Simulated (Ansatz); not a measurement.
# Ir (Fm-3m): Migdal–Eliashberg transition temperature

What Tc do the phonons of Ir (Fm-3m) give, and how does it depend on μ*? The cell shown first is a relaxed one, from steps not shown here.

Method: DFT PBE, scalar-relativistic, plane waves, PAW, in Ansatz 0.2.0.

Experimental background.

“List of superconductors” (2026, Wikipedia's table of superconducting elements, as read in December) quotes from earlier work for Ir (bulk crystal): superconducting transition temperature (bulk, normal pressure) 0.14 K.

### Step 1. The cell after earlier relaxation steps

The structure is cubic, space group Fm-3m (No. 225). Conventional cell: a = 3.871 Å, b = 3.871 Å, c = 3.871 Å, α = 90.00°, β = 90.00°, γ = 90.00°. Nearest to Ir lie 12 Ir at 2.74 Å.

### Step 2. Coupling and resistivity: q 3×3×3, k 9×9×9, scattering 16×16×16

The run that gives the couplings also evaluates McMillan's and Allen and Dynes's formulas and, where asked, the Eliashberg equations, over a range of μ*.

Input file input.yaml:

```yaml
crystal:
  lattice:
    - [0.0, 1.9357158509, 1.9357158509]
    - [1.9357158509, 0.0, 1.9357158509]
    - [1.9357158509, 1.9357158509, 0.0]
  atoms:
    - { symbol: Ir, position: [0.0, 0.0, 0.0] }
kpoints:
  mp_grid: { grid: [9, 9, 9] }
hamiltonian:
  xc: pbe
scf:
  occupations: { method: methfessel_paxton, width: 0.2 }
output:
  eigenvalues: true
phonons:
  method: dfpt
  qmesh: [3, 3, 3]
  temperatures: { t_max: 1000, t_step: 50 }
  qpath:
    path:
      - [[0.0, 0.0, 0.0], [0.5, 0.0, 0.5], [0.625, 0.25, 0.625]]
      - [[0.375, 0.375, 0.75], [0.0, 0.0, 0.0], [0.5, 0.5, 0.5], [0.5, 0.25, 0.75], [0.5, 0.0, 0.5]]
    npoints: 10
  electrical_resistivity:
    mesh: [16, 16, 16]
    temperatures: [20.0, 50.0, 80.0, 100.0, 150.0, 200.0, 273.0, 300.0, 400.0, 500.0, 600.0, 800.0]
  superconductivity: { mesh: [16, 16, 16] }
```

On the command line:

```
$ ansatz run input.yaml --threads 4 --pin off --max-ram 10240MiB --backend cpu --events-out ev --progress --plain --runs-dir out
```

Numbers of over 12 decimals in the logs are rounded to 6 here.

The log of the run:

```text
Engine: ansatz 0.2.0, x86_64-unknown-linux-gnu
Pseudopotentials: kind: paw
Pseudopotential: Ir, paw, valence charge 17, recommended cutoff 420 eV (normal), Ir.paw.azcp
Functional definition: PBE
  parameter kappa = 0.804
  parameter beta = 0.066725
  exchange = pbe_x(kappa = kappa, mu = beta*pi^2/3)
  correlation = pbe_c(beta = beta)
Crystal: 1 atoms, lattice volume = 14.506 Å³
Basis set: ecut = 420 eV, 283 PW (Γ), exchange–correlation on 40×40×40 points (8 copies of the dense FFT grid, shifted against one another)
Bands: 13, of which v1, the nominal top of the filled ones, is band 9 counted from 1 (8 counted from 0)
Symmetry: 48 space group operations
k-points: 35 of 729
Non-local potential: Ir, projectors of the file, l = 0: 3, l = 1: 2, l = 2: 2, l = 3: 1
PAW form: soft (Blöchl's): semilocal exchange-correlation on the pseudo side does not see the compensation charge
PAW one-centre angular grid: Ir, 590 points (default); XC on 64 Gauss nodes
Initial density: superposition of atomic densities (neutral atoms: chi_scale 0, normalization atom), corrected by the library's trained network
Initial wavefunctions: pseudopotential atomic-orbital guess
Functional: x = pbe(κ = 0.804, μ = 0.219515), c = pbe(β = 0.066725)
SCF iter   1: F=—  HF=-11935.329283 eV  |F-HF|=—  |Δ(HF+E_count)|=         —  Δρ=6.71e-3  dr2=1.24e-3  ethr=1.77e-3  ⟨swp⟩=5.0  Hψ=2189  notcnv=0
preconditioner: auto → none  [insulator: Δε(μ)=0.178 eV  Ē_g=13.928 eV  σ=0.200 eV  W_gap=0.63  n_scr=0 (ndim 8)  ℏωp=29.2 eV  f_vac=0.000  D(μ)=0.46/eV (n_scr^D=0)  ε∞_Penn≈5.4]
SCF iter   2: F=—  HF=-11935.329730 eV  |F-HF|=—  |Δ(HF+E_count)|=   4.47e-4  S|Δr|=    0.00e0  Δρ=3.33e-3  dr2=3.02e-4  ethr=7.29e-6  ⟨swp⟩=2.3  Hψ=872  notcnv=0
SCF iter   3: F=—  HF=-11935.330003 eV  |F-HF|=—  |Δ(HF+E_count)|=   2.73e-4  S|Δr|=    0.00e0  Δρ=4.16e-4  dr2=2.35e-5  ethr=1.78e-6  ⟨swp⟩=2.1  Hψ=588  notcnv=0
SCF iter   4: F=—  HF=-11935.329995 eV  |F-HF|=—  |Δ(HF+E_count)|=   8.21e-6  S|Δr|=    0.00e0  Δρ=1.38e-4  dr2=1.60e-6  ethr=1.38e-7  ⟨swp⟩=2.4  Hψ=624  notcnv=0
SCF iter   5: F=—  HF=-11935.329992 eV  |F-HF|=—  |Δ(HF+E_count)|=   3.08e-6  S|Δr|=    0.00e0  Δρ=2.16e-5  dr2=1.87e-8  ethr=9.44e-9  ⟨swp⟩=2.2  Hψ=589  notcnv=0
SCF iter   6: F=—  HF=-11935.329992 eV  |F-HF|=—  |Δ(HF+E_count)|=   2.55e-8  S|Δr|=    0.00e0  Δρ=2.58e-6  dr2=7.24e-10  ethr=1.10e-10  ⟨swp⟩=2.0  Hψ=619  notcnv=0
SCF iter   7: F=—  HF=-11935.329992 eV  |F-HF|=—  |Δ(HF+E_count)|=  2.22e-10  S|Δr|=    0.00e0  Δρ=4.33e-7  dr2=2.10e-11  ethr=4.26e-12  ⟨swp⟩=2.3  Hψ=595  notcnv=0
SCF iter   8: F=-11935.329992 eV  HF=-11935.329992 eV  |F-HF|=5.46e-12  |Δ(HF+E_count)|=  1.82e-12  S|Δr|=    0.00e0  Δρ=7.30e-8  dr2=7.03e-13  ethr=1.00e-12  ⟨swp⟩=5.5  Hψ=1669  notcnv=0
SCF 1 converged in 8 iterations: F = -11935.329992 eV  dr2 = 7.03e-13
  greatest PAW one-centre occupation: 1.000 electrons in one spin orbital (limit 2), on the Ir atom at site 0 (counted from 0), in its partial waves of l = 0
NSCF: frozen V_eff on 35 k-points
NSCF: frozen V_eff on 75 k-points
DFPT response loops at q = (0, 0, 0) (fractional): preconditioner auto → Kerker (q_TF=auto, 2.801 Å⁻¹) (partly filled bands, converged f_vac=0.000); β = 1.00, the filter's whole step (`scf.mixing.beta` (0.50) is not read by the response loops under this deck's `scf.mixing.preconditioner`; to damp them name `kerker` or `kerker_dos`, under which they read `scf.mixing.beta`, and type it under 1.00, their step now; both keys bind the ground state too); Broyden in place of MSR1
NSCF: frozen V_eff on 810 k-points
DFPT response loops at q = (0, 0, 0.333333) (fractional): mixed as the last ones told, above
NSCF: frozen V_eff on 450 k-points
DFPT response loops at q = (0, 0.333333, 0.333333) (fractional): mixed as the last ones told, above
NSCF: frozen V_eff on 810 k-points
DFPT response loops at q = (0, 0.333333, -0.333333) (fractional): mixed as the last ones told, above
SCF iter   1: F=—  HF=-11935.329283 eV  |F-HF|=—  |Δ(HF+E_count)|=         —  Δρ=6.71e-3  dr2=1.24e-3  ethr=1.77e-3  ⟨swp⟩=5.0  Hψ=2189  notcnv=0
SCF iter   2: F=—  HF=-11935.329730 eV  |F-HF|=—  |Δ(HF+E_count)|=   4.47e-4  S|Δr|=    0.00e0  Δρ=3.33e-3  dr2=3.02e-4  ethr=7.29e-6  ⟨swp⟩=2.3  Hψ=872  notcnv=0
SCF iter   3: F=—  HF=-11935.330003 eV  |F-HF|=—  |Δ(HF+E_count)|=   2.73e-4  S|Δr|=    0.00e0  Δρ=4.16e-4  dr2=2.35e-5  ethr=1.78e-6  ⟨swp⟩=2.1  Hψ=588  notcnv=0
SCF iter   4: F=—  HF=-11935.329995 eV  |F-HF|=—  |Δ(HF+E_count)|=   8.21e-6  S|Δr|=    0.00e0  Δρ=1.38e-4  dr2=1.60e-6  ethr=1.38e-7  ⟨swp⟩=2.4  Hψ=624  notcnv=0
SCF iter   5: F=—  HF=-11935.329992 eV  |F-HF|=—  |Δ(HF+E_count)|=   3.08e-6  S|Δr|=    0.00e0  Δρ=2.16e-5  dr2=1.87e-8  ethr=9.44e-9  ⟨swp⟩=2.2  Hψ=589  notcnv=0
SCF iter   6: F=—  HF=-11935.329992 eV  |F-HF|=—  |Δ(HF+E_count)|=   2.55e-8  S|Δr|=    0.00e0  Δρ=2.58e-6  dr2=7.24e-10  ethr=1.10e-10  ⟨swp⟩=2.0  Hψ=619  notcnv=0
SCF iter   7: F=—  HF=-11935.329992 eV  |F-HF|=—  |Δ(HF+E_count)|=  2.22e-10  S|Δr|=    0.00e0  Δρ=4.33e-7  dr2=2.10e-11  ethr=4.26e-12  ⟨swp⟩=2.3  Hψ=595  notcnv=0
SCF iter   8: F=-11935.329992 eV  HF=-11935.329992 eV  |F-HF|=3.64e-12  |Δ(HF+E_count)|=  1.82e-12  S|Δr|=    0.00e0  Δρ=7.32e-8  dr2=7.01e-13  ethr=1.00e-12  ⟨swp⟩=2.0  Hψ=890  notcnv=0
SCF 2 converged in 8 iterations: F = -11935.329992 eV  dr2 = 7.01e-13
NSCF: frozen V_eff on 35 k-points
NSCF: frozen V_eff on 72 k-points
[...]
SCF converged after 8 iterations
Stability not checked: this state was not tested for a lower state beside it, because cold or Methfessel-Paxton smearing, or corrected tetrahedra, fill the levels in a way that the test cannot read (fill_not_monotonic; see scf.lower_state_search)
Free energy (F): -11935.329992 eV
Harris-Foulkes:  -11935.329992 eV  (|F-HF|=5.46e-12)
Internal energy: -11935.332406 eV  (E = F + TS)
E sigma→0 (E₀):  -11935.330595 eV
Entropy (-TS):   0.002414 eV (2.414 meV/atom)
Fermi energy:    24.933528 eV
--- Per-component energies (eV) ---
  E_band       = -94.272747
  E_kinetic    = 622.303569
  E_local      = -1092.188594  (includes V_loc(G=0)·N_el)
  E_nonlocal   = 72.481012
  E_hartree    = 417.376971
  E_xc         = -267.817374
  E_vxc        = -299.897745  (∫ρ·V_xc dr)
  E_paw        = -9223.297309  (= ΣΔE_a)
  E_vpaw       = -231.725015  (= ΣTr[D̂ρ^β])
  E_aug_tail   = 0.000054  (compensation charges beyond the density's cutoff)
  E_ewald      = -2464.190735
  E_smearing   = 0.002414  (= −TS)
  E_closure    = 0.000000  (closes the sum)
  Σ components = -11935.329992   (vs F -11935.329992, Δ=0.00e0)
--- Band table (eV; the first three rows and the last of 35) ---
[...]
800.00      1.3830e1              no      1.3830e1      1.3830e1      1.3830e1        1.4279e1          1.2940e1
  mean free path at 20 K (of a tensor a third of its trace): 44968 nm by what each carries, 37902 by the Fermi surface alone
  mean free path at 50 K (of a tensor a third of its trace): 278 nm by what each carries, 217 by the Fermi surface alone
  Hall coefficient in a weak field at 50 K (a third of the trace): 2.693e-11 m³/C (as a tensor it moves by 16.4 % between the two finest meshes); by each state's relaxation time: 2.226e-11 m³/C; by a constant relaxation time: 4.019e-11 m³/C
  mean free path at 80 K (of a tensor a third of its trace): 62.5 nm by what each carries, 52.1 by the Fermi surface alone
  Hall coefficient in a weak field at 80 K (a third of the trace): 3.903e-11 m³/C (as a tensor it moves by 8.0 % between the two finest meshes); by each state's relaxation time: 2.184e-11 m³/C; by a constant relaxation time: 4.035e-11 m³/C
  mean free path at 100 K (of a tensor a third of its trace): 37.8 nm by what each carries, 32.7 by the Fermi surface alone
  Hall coefficient in a weak field at 100 K (a third of the trace): 4.172e-11 m³/C (as a tensor it moves by 5.3 % between the two finest meshes); by each state's relaxation time: 2.156e-11 m³/C; by a constant relaxation time: 4.041e-11 m³/C
  mean free path at 150 K (of a tensor a third of its trace): 19.2 nm by what each carries, 17.2 by the Fermi surface alone
  Hall coefficient in a weak field at 150 K (a third of the trace): 4.278e-11 m³/C (as a tensor it moves by 1.4 % between the two finest meshes); by each state's relaxation time: 2.130e-11 m³/C; by a constant relaxation time: 4.048e-11 m³/C
  mean free path at 200 K (of a tensor a third of its trace): 13.2 nm by what each carries, 11.9 by the Fermi surface alone
  Hall coefficient in a weak field at 200 K (a third of the trace): 4.269e-11 m³/C (as a tensor it moves by 0.6 % between the two finest meshes); by each state's relaxation time: 2.126e-11 m³/C; by a constant relaxation time: 4.052e-11 m³/C
  mean free path at 273 K (of a tensor a third of its trace): 9.20 nm by what each carries, 8.35 by the Fermi surface alone
  Hall coefficient in a weak field at 273 K (a third of the trace): 4.260e-11 m³/C (as a tensor it moves by 1.8 % between the two finest meshes); by each state's relaxation time: 2.129e-11 m³/C; by a constant relaxation time: 4.057e-11 m³/C
  mean free path at 300 K (of a tensor a third of its trace): 8.30 nm by what each carries, 7.53 by the Fermi surface alone
  Hall coefficient in a weak field at 300 K (a third of the trace): 4.258e-11 m³/C (as a tensor it moves by 2.0 % between the two finest meshes); by each state's relaxation time: 2.130e-11 m³/C; by a constant relaxation time: 4.059e-11 m³/C
  mean free path at 400 K (of a tensor a third of its trace): 6.11 nm by what each carries, 5.54 by the Fermi surface alone
  Hall coefficient in a weak field at 400 K (a third of the trace): 4.258e-11 m³/C (as a tensor it moves by 2.2 % between the two finest meshes); by each state's relaxation time: 2.137e-11 m³/C; by a constant relaxation time: 4.066e-11 m³/C
  mean free path at 500 K (of a tensor a third of its trace): 4.86 nm by what each carries, 4.40 by the Fermi surface alone
  Hall coefficient in a weak field at 500 K (a third of the trace): 4.260e-11 m³/C (as a tensor it moves by 2.3 % between the two finest meshes); by each state's relaxation time: 2.145e-11 m³/C; by a constant relaxation time: 4.076e-11 m³/C
  mean free path at 600 K (of a tensor a third of its trace): 4.03 nm by what each carries, 3.65 by the Fermi surface alone
  Hall coefficient in a weak field at 600 K (a third of the trace): 4.263e-11 m³/C (as a tensor it moves by 2.3 % between the two finest meshes); by each state's relaxation time: 2.154e-11 m³/C; by a constant relaxation time: 4.087e-11 m³/C
  mean free path at 800 K (of a tensor a third of its trace): 3.02 nm by what each carries, 2.72 by the Fermi surface alone
  Hall coefficient in a weak field at 800 K (a third of the trace): 4.271e-11 m³/C (as a tensor it moves by 2.4 % between the two finest meshes); by each state's relaxation time: 2.175e-11 m³/C; by a constant relaxation time: 4.114e-11 m³/C
  the resistivity times a path that all electrons share, by the Fermi surface of the deck's mesh alone (a third of the trace): 3.762e-16 Ω·m²
  not converged in the mesh (λ; λ_tr; the resistivity at 20 K by 6.28 %; the resistivity at 50 K by 3.56 %; the resistivity at 80 K by 3.99 %; the resistivity at 100 K by 4.02 %; the resistivity at 150 K by 3.98 %; the resistivity at 200 K by 3.92 %; the resistivity at 273 K by 3.79 %; the resistivity at 300 K by 3.74 %; the resistivity at 400 K by 3.51 %; the resistivity at 500 K by 3.24 %; the resistivity at 600 K  [...]
  vibrations of 27 cells: unjudged by the run; compare a larger repeat
  the changes of the potential over all sites missed a rigid shift's by 0.00 % (the site terms' by 0.01 %)
  at the force constants' own smearing the fine mesh and the k-points of their solves give squared frequencies that differ by 17.7 % of the larger at the most, at (0, 0.3333, -0.3333)
--- Superconductivity: potentials and phonons of a 3×3×3 supercell ---
           mesh         λ    ħω_log (meV)  μ* declared at (meV)
       16×16×16    0.4178          17.458               17.871
          8×8×8    0.4416          17.469               17.873
          4×4×4    0.2389          17.759               18.427
  λ by the species' shares of the modes' patterns: Ir 0.4178
  with the Fermi level up to 22.8 meV (the hardest mode) off, states and modes as they are: density of states 0.4727 to 0.4831 /eV of one spin and cell, λ 0.4148 to 0.4180
  transition temperature on the deck's mesh (K), isotropic and anisotropic, restricted to the Fermi surface (FSR) and over the full bandwidth (FBW), and the last with the density of states resolved in a narrower window:
        μ*   McMillan   Allen–Dynes      iso. FSR      iso. FBW    aniso. FSR    aniso. FBW  narrow window
      0.08      1.614         1.640         1.574         1.573         1.677         1.677          1.676
      0.10      1.081         1.097         1.028         1.027         1.117         1.117          1.117
      0.12      0.671         0.680         0.622         0.622         0.695         0.695          0.695
      0.13      0.510         0.517         0.468         0.467         0.532         0.532          0.532
      0.14      0.377         0.382         0.342         0.342         0.398         0.398          0.398
      0.16      0.185         0.187         0.165         0.165         0.204         0.204          0.204
      0.20      0.023         0.024    none_found    none_found    none_found    none_found     none_found
  none_found: no transition down to 0.1 K
  isotope coefficients −∂ln Tc/∂ln M under μ* = 0.13, the force constants as they are, of the isotropic transitions restricted to the Fermi surface and over the full bandwidth: Ir 0.248 and 0.247
  gaps at the Fermi level over the full bandwidth under μ* = 0.1, 0.279 K: 0.062 to 0.296 meV
  gaps at the Fermi level over the full bandwidth under μ* = 0.13, 0.133 K: 0.021 to 0.149 meV
  gaps at the Fermi level over the full bandwidth under μ* = 0.16, 0.051 K: 0.004 to 0.060 meV
  not converged in the mesh (λ, the transition temperature): between neighbouring meshes, the two finest first, λ moves by 5.69 % and 45.91 % and the anisotropic transition temperature over the full bandwidth at μ* = 0.13 by 50.49 % and (not known); converged means that the two finest part by at most 2.00 % and 5.00 %
  vibrations of 27 cells: unjudged by the run; compare a larger repeat
  the changes of the potential over all sites missed a rigid shift's by 0.00 % (the site terms' by 0.01 %)
  at the force constants' own smearing the fine mesh and the k-points of their solves give squared frequencies that differ by 17.7 % of the larger at the most, at (0, 0.3333, -0.3333)
```

Run time: 71 s. Hardware: 4 threads of Intel Xeon Platinum 8488C (Sapphire Rapids), shared host; peak memory 1.4 GiB.

Numbers from this step:

```
volume per atom                                                                : 14.51 Å³
metallic on mesh                                                               : yes
gap on the k-mesh                                                              : 0 eV
zero point energy                                                              : 0.02550 eV/cell
share of imaginary modes in the plain interpolation between solved wavevectors : 0
highest frequency, solved or plainly interpolated                              : 207.7 cm⁻¹
Debye temperature (second moment)                                              : 262 K
resistivity at 300 K                                                           : 4.996 μΩ cm
coupling constant λ                                                            : 0.4178
density of states at the Fermi level                                           : 0.4797 states/eV a spin and cell
log mean phonon energy ħω_log                                                  : 17.46 meV
transport coupling constant λ_tr                                               : 0.4707, 0.4707, 0.4707 (xx, yy, zz)
Drude plasma energy                                                            : 10.29, 10.29, 10.29 eV (xx, yy, zz)
resistivity times mean free path                                               : 3.762, 3.762, 3.762 × 10⁻¹⁶ Ω m² (xx, yy, zz)
second-moment phonon energy ħω₂                                                : 17.87 meV
coupling λ by branch                                                           : 0.15, 0.139, 0.129 (branches by rank of frequency)
```

An empty cell: under 1 mK by a formula, or no transition down to the floor of the Eliashberg search. Transition temperatures:

```csv
μ*,McMillan Tc (K),Allen–Dynes Tc (K),isotropic Fermi-surface Tc (K),isotropic full bandwidth Tc (K),anisotropic Fermi-surface Tc (K),anisotropic full bandwidth Tc (K),anisotropic narrow window Tc (K)
0.08,1.61,1.64,1.57,1.57,1.68,1.68,1.68
0.1,1.08,1.1,1.03,1.03,1.12,1.12,1.12
0.12,0.671,0.68,0.622,0.622,0.695,0.695,0.695
0.13,0.51,0.517,0.468,0.467,0.532,0.532,0.532
0.14,0.377,0.382,0.342,0.342,0.398,0.398,0.398
0.16,0.185,0.187,0.165,0.165,0.204,0.204,0.204
0.2,0.0235,0.0237,-,-,-,-,-
```

[end of part 1 of 2]

[Logs are printed without paths, hosts, clocks, repeated set-up lines and the standing remarks that a program may print on its own settings, such as how far it seeks lower states.]

[Hosts, paths, dates, database ids (printed as entryN), source tags and the programs' standing remarks are cut or masked in the printed files.]
